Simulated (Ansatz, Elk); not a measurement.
# How far do independent atoms describe CaPd2N2?

The structure of CaPd2N2 used here is made up (a known structure type with other elements) and was relaxed beforehand with r2SCAN. The aim is the Fourier transform of its all-electron density, F(hkl), set beside the sum over free spherical atoms that refinements use.

Method: DFT, PBE, all-electron APW+lo, Dirac cores, scalar-relativistic bands, static density, no spin, in Elk 11.2.3 (patched build).

The structure was built from a prototype and need not be the compound's stable phase.

## Step 1: The starting structure

Symmetry: I4/mmm, No. 139, tetragonal system. The conventional cell has a = 3.766 Å, b = 3.766 Å, c = 9.977 Å, α = 90.00°, β = 90.00°, γ = 90.00°. Nearest to Pd lie 4 N at 2.66 Å and 4 Pd at 2.66 Å. Nearest to Ca lie 8 N at 2.73 Å. Nearest to N lie 1 N at 1.23 Å and 4 Pd at 2.66 Å and 4 Ca at 2.73 Å. Farther neighbours and most contacts between anions are not listed.

## Step 2: Ground state and structure factors

An all-electron density is needed, since X-rays see the cores too. Task 0 finds the density and task 195 Fourier-transforms it; tshift is off so that phases refer to the origin typed.

File elk.in:

```
tasks
  0
  195

xctype
  20

spinpol
  .false.

rgkmax
  7.0

gmaxvr
  14.0

lmaxo
  7

lmaxapw
  8

swidth
  0.002

tshift
  .false.

ramdisk
  .false.

hmaxvr
  5.5

maxscl
  120

epspot
  1e-06

sppath
  './'

avec
  -3.55871940614 3.55871940614 9.42675293429
  3.55871940614 -3.55871940614 9.42675293429
  3.55871940614 3.55871940614 -9.42675293429

atoms
  3
  'Pd.in'
  2
  0.2500000000 0.7500000000 0.5000000000   0.000000 0.000000 0.000000
  0.7500000000 0.2500000000 0.5000000000   0.000000 0.000000 0.000000
  'Ca.in'
  1
  0.0000000000 0.0000000000 0.0000000000   0.000000 0.000000 0.000000
  'N.in'
  2
  0.5615511520 0.5615511520 -0.0000000000   0.000000 0.000000 0.000000
  0.4384488480 0.4384488480 -0.0000000000   0.000000 0.000000 0.000000

ngridk
  8 8 8
```

Started as:

```console
OMP_NUM_THREADS=4 elk
```

Numbers of over 12 decimals in the logs are rounded to 6 here.

The log of the run:

```text
┌─────────────────────────┐
│ Elk code version 11.2.3 │
└─────────────────────────┘

All units are atomic (Hartree, Bohr, etc.)

┌─────────────────────────────────────────────────┐
│ Ground-state run starting from atomic densities │
└─────────────────────────────────────────────────┘

Lattice vectors :
  -3.558719406       3.558719406       9.426752934
   3.558719406      -3.558719406       9.426752934
   3.558719406       3.558719406      -9.426752934

Reciprocal lattice vectors :
 -0.3699485940E-16  0.8827874005      0.3332634976
  0.8827874005     -0.3699485940E-16  0.3332634976
  0.8827874005      0.8827874005     -0.5753389432E-17

Unit cell volume      :    477.5398397
Brillouin zone volume :   0.5194335484

Muffin-tin inner radius fraction :   0.1000000000E-01

Nuclei treated as point charges

Species : 1 (Pd)
 parameters loaded from : Pd.in
 name : palladium
 nuclear charge    :   -46.00000000
 electronic charge :    46.00000000
 atomic mass :    193991.7927
 muffin-tin radius :    2.491394624
 number of radial points in muffin-tin :    993
 inner part over the whole radius :   0.9907834023E-02
 number on inner part of muffin-tin    :    706
 approximate nuclear radius :   0.8586907259E-04
 number of mesh points to nuclear radius :    354
 atomic positions (lattice), magnetic fields (Cartesian) :
  1 :   0.25000000 -0.25000000  0.50000000    0.00000000  0.00000000  0.00000000
  2 :  -0.25000000  0.25000000  0.50000000    0.00000000  0.00000000  0.00000000

Species : 2 (Ca)
 parameters loaded from : Ca.in
 name : calcium
 nuclear charge    :   -20.00000000
 electronic charge :    20.00000000
 atomic mass :    73057.72475
 muffin-tin radius :    2.400000000
 number of radial points in muffin-tin :    993
 inner part over the whole radius :   0.9970789793E-02
 number on inner part of muffin-tin    :    698
 approximate nuclear radius :   0.6614485811E-04
 number of mesh points to nuclear radius :    321
 atomic positions (lattice), magnetic fields (Cartesian) :
  1 :   0.00000000  0.00000000  0.00000000    0.00000000  0.00000000  0.00000000

Species : 3 (N)
 parameters loaded from : N.in
 name : nitrogen
 nuclear charge    :   -7.000000000
 electronic charge :    7.000000000
 atomic mass :    25532.65216
 muffin-tin radius :    1.135455005
 number of radial points in muffin-tin :    593
 inner part over the whole radius :   0.9925434750E-02
 number on inner part of muffin-tin    :    401
 approximate nuclear radius :   0.4939692610E-04
 number of mesh points to nuclear radius :    175
 atomic positions (lattice), magnetic fields (Cartesian) :
  1 :  -0.43844885 -0.43844885  0.00000000    0.00000000  0.00000000  0.00000000
  2 :   0.43844885  0.43844885  0.00000000    0.00000000  0.00000000  0.00000000

Total number of atoms per unit cell :    5
Total muffin-tin volume :    199.7223421
 ratio of muffin-tin to unit cell volume :   0.4182317903

Spin treatment :
 spin-unpolarised

Number of Bravais lattice symmetries :   16
Number of crystal symmetries         :   16
Crystal has inversion symmetry
Real symmetric eigensolver will be used

k-point grid :      8     8     8
k-point offset :    0.000000000       0.000000000       0.000000000
k-point set is reduced with full crystal symmetry group
Total number of k-points :       59

Muffin-tin radius times maximum |G+k| :    7.000000000
 using average radius
Maximum |G+k| for APW functions       :    3.625553175
Maximum (1/2)|G+k|²                   :    6.572317912
Maximum |G| for potential and density :    14.00000000
Constant for pseudocharge density :    9
 order of it for each species :   16  16  13
 order of it for pair densities of each species (exact exchange by exxq0 0: 17) :   16  15   3
Radial integration step length :    1

G-vector grid sizes :     48    48    48
Number of G-vectors :    22091

Maximum angular momentum used for
 APW functions            :    8
 outer part of muffin-tin :    7
 inner part of muffin-tin :    2

Total nuclear charge    :   -126.0000000
[...]
correlation                 :     -6.200875
 electron entropic           :    -0.23396137362502E-02
 total energy                :     -10886.982464206

Density of states at Fermi energy :    181.0295652
 (states/Hartree/unit cell)

Estimated indirect band gap :   0.1920579353E-03
 from k-point 20 to k-point 50
Estimated direct band gap   :   0.2070067905E-02
 at k-point 18

Charges :
 core                        :    70.00000000
 valence                     :    56.00000000
 interstitial                :    11.31990141
 muffin-tins (core leakage)
  species : 1 (Pd)
   atom 1                    :    43.37773410     ( -0.6744713552E-06)
[...]
species : 2 (Ca)
[...]
species : 3 (N)
[...]
total in muffin-tins        :    114.6800986
 total calculated charge     :    125.9996934
 total charge                :    126.0000000
 error                       :   0.3065638942E-03

RMS change in Kohn-Sham potential (target) :    1.459333055     (  0.1000000000E-05)
Absolute change in total energy (target)   :    1.337926721     (  0.1000000000E-03)

[... loops 3 to 17 left out ...]

┌──────────────────┐
│ Loop number : 18 │
└──────────────────┘

Energies :
 Fermi                       :     0.298431
 sum of occupied eigenvalues :     -6480.6855543017
 electron kinetic            :      11335.691881364
 core electron kinetic       :      10925.193791601
 Coulomb                     :     -21881.278118048
 Coulomb potential           :     -17375.715979621
 nuclear-nuclear             :     -1202.8198342684
 electron-nuclear            :     -24011.136524134
 Hartree                     :      3332.6782403545
 Madelung                    :     -13193.420128237
 xc potential                :     -440.66145604481
 exchange                    :     -332.05411296747
 correlation                 :     -6.224621
 electron entropic           :    -0.64039379917791E-03
 total energy                :     -10883.865610937

Density of states at Fermi energy :    49.49577011
 (states/Hartree/unit cell)

Estimated indirect band gap :   0.6054523042E-03
 from k-point 12 to k-point 1
Estimated direct band gap   :   0.7125358291E-02
 at k-point 35

Charges :
 core                        :    70.00000000
 valence                     :    56.00000000
 interstitial                :    9.646126511
 muffin-tins (core leakage)
  species : 1 (Pd)
[...]
species : 2 (Ca)
[...]
species : 3 (N)
[...]
total in muffin-tins        :    116.3538735
 total calculated charge     :    125.9994697
 total charge                :    126.0000000
 error                       :   0.5303313562E-03

RMS change in Kohn-Sham potential (target) :   0.6405160341E-06 (  0.1000000000E-05)
Absolute change in total energy (target)   :   0.3113810271E-04 (  0.1000000000E-03)

Convergence targets achieved

┌──────────────────┐
│ Loop number : 19 │
└──────────────────┘

Energies :
 Fermi                       :     0.298431
 sum of occupied eigenvalues :     -6480.6855294220
 electron kinetic            :      11335.691883671
 core electron kinetic       :      10925.193797321
 Coulomb                     :     -21881.278106702
 Coulomb potential           :     -17375.715993677
 nuclear-nuclear             :     -1202.8198342684
 electron-nuclear            :     -24011.136486076
 Hartree                     :      3332.6782136422
 Madelung                    :     -13193.420109864
 xc potential                :     -440.66141941644
 exchange                    :     -332.05411228468
 correlation                 :     -6.224621
 electron entropic           :    -0.64039341923190E-03
 total energy                :     -10883.865596581

Density of states at Fermi energy :    49.49572559
 (states/Hartree/unit cell)

Estimated indirect band gap :   0.6054554717E-03
 from k-point 12 to k-point 1
Estimated direct band gap   :   0.7125346286E-02
 at k-point 35

Charges :
 core                        :    70.00000000
 valence                     :    56.00000000
 interstitial                :    9.646126965
 muffin-tins (core leakage)
  species : 1 (Pd)
[...]
species : 2 (Ca)
   atom 1                    :    18.18725979     ( -0.1988192597E-06)
  species : 3 (N)
   atom 1                    :    4.235152969     (  0.1835265856E-03)
   atom 2                    :    4.235152969     (  0.1835265856E-03)
 total in muffin-tins        :    116.3538730
 total calculated charge     :    125.9994697
 total charge                :    126.0000000
 error                       :   0.5303311776E-03

┌──────────────────────────────┐
│ Self-consistent loop stopped │
└──────────────────────────────┘

Warning : core states of species 3 leak from the muffin-tin :   0.1835265856E-03

Wrote STATE.OUT
```

Wall time 47 s (4 threads of Intel Xeon 6975P-C (Granite Rapids), shared host); peak memory 0.21 GiB; 2.6 min of CPU time.

SFACRHO.OUT:

```text

h k l indices transformed by vhmat matrix:
   1.000000000       0.000000000       0.000000000    
   0.000000000       1.000000000       0.000000000    
   0.000000000       0.000000000       1.000000000    

      h      k      l  multipl.   |H|            Re(F)            Im(F)           |F|

      0      0      0      1   0.0000000       126.00000      0.27926312E-16   126.00000    
     -1     -1      1      2  0.66652700      -59.666775      0.10354995E-13   59.666775    
      0      1      0      8  0.94359851       5.7188700      0.10354995E-15   5.7188700    
      0      0      1      4   1.2484499      -50.969774      0.89243597E-14   50.969774    
      2      2     -2      2   1.3330540       88.036494      0.18224791E-13   88.036494    
      2      1     -2      8   1.3337521       10.591649      -0.0000000       10.591649    
     -2      0      1      8   1.4152333       92.814975     -0.13254393E-13   92.814975    
      1     -1      1      4   1.7655748       86.424885     -0.69810693E-14   86.424885    
      1      3     -2      8   1.8263790      -52.980604     -0.30650784E-13   52.980604    
      3      2     -3      8   1.8857167       14.701830      -0.0000000       14.701830    
      2      0      0      8   1.8871970      -47.549198      -0.0000000       47.549198    
     -3     -3      3      2   1.9995810      -55.558861      0.13357943E-12   55.558861    
      0     -1      2     16   2.0019072       5.6808241      0.10354995E-15   5.6808241    
     -3     -1      3      8   2.2123036       70.924750     -0.48047175E-13   70.924750    
      2      1     -3     16   2.2127243       8.6806188      -0.0000000       8.6806188    
     -4     -2      3      8   2.3573187       64.666454     -0.47218776E-13   64.666454    
     -3     -4      4      8   2.4942889       14.610882     -0.35206982E-14   14.610882    
      2     -2      0      4   2.4968998       71.276723     -0.14821516E-15   71.276723
```

Elk indexes on the primitive cell of elk.in and gives |H| = 4π sin θ/λ in inverse bohr. Below, one row stands for each form hkl of the conventional cell (m members, Friedel mates merged), F is for one primitive cell and the density is static (no thermal factor). Free-atom factors are Waasmaier and Kirfel's, and R is Σm||F|−|F'||/Σm|F|. Elk warned that it couldn't find a linearisation energy, which lowers the accuracy of some states in this run and its variants.

```csv
hkl,m,sin θ/λ (Å⁻¹),"abs F, DFT",neutral atoms,diff.
002,2,0.100,59.667,60.185,-0.518
101,8,0.142,5.719,5.740,-0.021
110,4,0.188,50.970,51.900,-0.931
004,2,0.201,88.037,88.990,-0.953
103,8,0.201,10.592,10.655,-0.064
112,8,0.213,92.815,93.157,-0.342
200,4,0.266,86.425,86.587,-0.163
114,8,0.275,52.981,53.276,-0.295
105,8,0.284,14.702,14.522,+0.180
202,8,0.284,47.549,47.812,-0.263
006,2,0.301,55.559,55.680,-0.121
211,16,0.301,5.681,5.739,-0.058
204,8,0.333,70.925,70.903,+0.022
213,16,0.333,8.681,8.643,+0.038
```

## Step 3: The highest occupied states alone

An energy window below the Fermi level keeps the highest occupied states, to see at which angles they scatter; shallow core shells can lie inside it and anion s states outside. No new self-consistency is needed.

Edit elk.in of step 2 so:

```diff
@@ -1,3 +1,2 @@
 tasks
-  0
   195
@@ -40,2 +39,5 @@
 
+wsfac
+  -0.142560 0.598430
+
 sppath
```

Started as:

```console
OMP_NUM_THREADS=4 elk
```

The log of the run:

```text
┌─────────────────────────────────┐
│ Elk code version 11.2.3 started │
└─────────────────────────────────┘

Info(readinput): the functional depends on the density's gradient
 muffin-tin radial points multiplied by    2.00000
 (not where nrmtscf is given)

┌────────────────────┐
│ Current task : 195 │
└────────────────────┘
Info(checkmt): changed muffin-tin radius of species 1 (Pd) from   2.6000 to   2.4914
Info(checkmt): changed muffin-tin radius of species 3 (N) from   1.8000 to   1.1355

Warning(linengy): could not find 1 linearisation energies in s.c. loop 1

Info(sfacrho): density structure factors written to SFACRHO.OUT

 Energy window :  -0.1425600000      0.5984300000

┌──────────────────┐
│ Elk code stopped │
└──────────────────┘
```

The job ended after 8.3 s (4 threads; peak memory 0.16 GiB).

States within 12 eV below the Fermi level hold 30.00 electrons; any levels below the window count with the cores. Their amplitudes can exceed the total, where window and core parts have opposite phase:

```csv
hkl,sin θ/λ (Å⁻¹),"abs F, window","abs F, all"
002,0.100,10.871,59.667
101,0.142,4.976,5.719
110,0.188,4.674,50.970
004,0.201,7.125,88.037
103,0.201,1.031,10.592
112,0.213,10.172,92.815
200,0.266,7.651,86.425
114,0.275,5.138,52.981
105,0.284,1.887,14.702
202,0.284,2.754,47.549
```

(Continued in part 2 of 2.)

[Logs are printed without paths, hosts, clocks, repeated set-up lines and the standing remarks that a program may print on its own settings, such as how far it seeks lower states.]

[Hosts, paths, dates, database ids (printed as entryN), source tags and the programs' standing remarks are cut or masked in the printed files.]
